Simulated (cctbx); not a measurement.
**CaV3: solution and refinement**

Cell a = 4.1230 Å, b = 4.1230 Å, c = 4.1230 Å, α = 90.00°, β = 90.00°, γ = 90.00°; space group Pm-3m (no. 221); content V3 Ca1.

Simulated single-crystal data (cctbx): Cu Kα, λ = 1.54184 Å, to d = 0.83 Å, 80 % of the full sphere, strongest reflection 5000 counts, noise from counting, a 2 % proportional error and a noise floor of 15 counts (s.d.); no absorption.

Charge flipping in P1 on normalised amplitudes to 0.9 Å, δ = 1.1 σ, 30 % of the reflections treated as weak, 300 cycles:

```text
cycle      R  skewness
    0  0.755     0.32
   25  0.349     3.68
   50  0.318     3.43
   75  0.341     3.34
  100  0.296     3.26
  125  0.304     3.23
  150  0.306     3.39
  175  0.340     3.23
  200  0.299     3.41
  225  0.294     3.23
  250  0.322     3.30
  275  0.305     3.28
origin shift          correlation  skewness
 0.335  0.151  0.320      1.000      5.07
 0.329  0.151  0.819      1.000      5.09
 0.334  0.650  0.320      1.000      5.08
 0.125  0.503  0.253      0.981      0.04
taken: symmetry correlation 1.000, skewness 5.09
peak      x       y       z  mult  height/sigma
Q1    0.0000  0.5000  0.5000    3      9.6
Q2    0.0000  0.0000  0.0000    1      8.9
Q3    0.0000  0.0000  0.3193    6      0.4
Q4    0.3127  0.5000  0.5000    6      0.3
Q5    0.1638  0.3302  0.3302   24      0.2
Q6    0.0000  0.1955  0.5000   12      0.2
Q7    0.1654  0.1654  0.1654    8     -0.0
```

The origin is taken among those within 0.04 of the best correlation, by the skewness of the map.

It took 1.3 s on 1 thread of Arm Neoverse N1, with other jobs on the host, peak memory 0.07 GiB.

**Question.** Which peaks are atoms, and which elements?

Heights go roughly as Z and multiplicities must add up to the content. First model: Q1 = V1 (3 in the cell, height 9.6) and Q2 = Ca1 (1 in the cell, height 8.9). Against the true structure, Q1 is V and Q2 is Ca; the other peaks are not atoms.

Least squares on F², isotropic:

```text
Rint 0.048, 24 unique reflections to 0.84 A
cycle     R1     wR2    GooF  max shift (A)
   1  0.1407  0.2729  13.719   0.00000
   2  0.0210  0.0248   1.248   0.00000
final R1 0.0214 wR2 0.0248 GooF 1.247  parameters 2  data/parameter 12.0
atom        x        y        z      Ueq    occ   su(xyz)  su(Uiso or U11)
V1     0.00000  0.50000  0.50000   0.0448  1.000  0.00000  0.0011
Ca1    0.00000  0.00000  0.00000   0.0218  1.000  0.00000  0.0018
difference map: max 0.83 min -2.33 rms 0.25
Q1    0.0000  0.0000  0.5000    3    0.83  2.06 A from V1
Q2    0.1102  0.5000  0.5000    6    0.72  0.45 A from V1
Q3    0.3735  0.3735  0.3735    8    0.69  1.71 A from V1
Q4    0.0000  0.3129  0.3129   12    0.62  1.09 A from V1
Q5    0.0000  0.0000  0.1949    6    0.37  0.80 A from Ca1
```

Anisotropic refinement:

```text
Rint 0.048, 24 unique reflections to 0.84 A
cycle     R1     wR2    GooF  max shift (A)
   1  0.0214  0.0248   1.277   0.00000
   2  0.0167  0.0225   1.159   0.00000
final R1 0.0165 wR2 0.0225 GooF 1.159  parameters 3  data/parameter 8.0
atom        x        y        z      Ueq    occ   su(xyz)  su(Uiso or U11)
V1     0.00000  0.50000  0.50000   0.0443  1.000  0.00000  0.0049
Ca1    0.00000  0.00000  0.00000   0.0232  1.000  0.00000  0.0024
difference map: max 0.67 min -1.25 rms 0.21
Q1    0.1930  0.1930  0.1930    8    0.68  1.38 A from Ca1
Q2    0.0000  0.0000  0.5000    3    0.46  2.06 A from V1
Q3    0.0000  0.1773  0.5000   12    0.42  1.33 A from V1
Q4    0.2706  0.2706  0.5000   12    0.23  1.46 A from V1
Q5    0.0000  0.0000  0.1501    6    0.15  0.62 A from Ca1
Q6    0.0000  0.5000  0.5000    3    0.14  0.00 A from V1
```

**Reading.** The refinement ends at R1 = 0.0165, wR2 = 0.0225, GooF = 1.16, with difference density between -1.25 and 0.67 e/Å³. Every site matches the true model in element, within 0.001 Å r.m.s., up to an allowed shift of origin.

True model:

```csv
atom,mult.,x,y,z,Ueq (Å²)
V1,3,0,1/2,1/2,0.0440
Ca1,1,0,0,0,0.0249
```

The model is made up (kin elements in a known structure type, no relaxation), so it says nothing on whether the phase exists.

[Middle refinement cycles are left out of these outputs.]

[Logs are printed without paths, hosts, clocks, repeated set-up lines and the standing remarks that a program may print on its own settings, such as how far it seeks lower states.]
